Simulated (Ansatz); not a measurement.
Rows from a G0W0 calculation on Si3N4 (Fd-3m) (Ansatz 0.2.0; G0W0 on PBE, plane waves, PAW; PAW set soft_1; 4×4×4 mesh, 492 empty bands, screening to 150 eV, PAW set soft_1 files), in eV. Spin-orbit coupling is left out.

```csv
row,k,band,start,Σx,Σc at the solution,Vxc
A,"(0.000, 0.250, -0.250)",c1,16.030,-8.279,-4.565,-13.502
B,"(0.000, 0.250, -0.250)",c2,16.539,-8.668,-4.664,-14.058
C,Γ,v1,10.932,-22.487,3.030,-18.697
D,"(0.000, 0.250, -0.250)",v2,10.104,-21.562,3.172,-17.539
E,"(0.000, 0.250, -0.250)",v1,10.947,-22.346,3.038,-18.557
F,Γ,c1,14.315,-8.582,-4.239,-13.391
```

Q: Give the quasiparticle energies and the shift of each level.

The quasiparticle equation reads E = start + Σx + Σc(E) − Vxc.

```csv
row,E (eV),shift (eV)
A,16.688,+0.657
B,17.264,+0.726
C,10.172,−0.761
D,9.253,−0.851
E,10.196,−0.751
F,14.886,+0.570
```

The gap over the computed points goes from 3.37 eV to 4.69 eV.

Limits: not at the basis limit.

[Paths, hosts, dates, memory and timing lines, banners, echoed tables and standing remarks are left out of the program output.]

[Logs are printed without paths, hosts, clocks, repeated set-up lines and the standing remarks that a program may print on its own settings, such as how far it seeks lower states.]

[Runs of the session that timed out or met a known fault of the program may be left out.]

[Cells called generated may have been cut or substituted from an entry of the Crystallography Open Database or the Materials Project.]

[Hosts, paths, dates, database ids (printed as entryN), source tags and the programs' standing remarks are cut or masked in the printed files.]
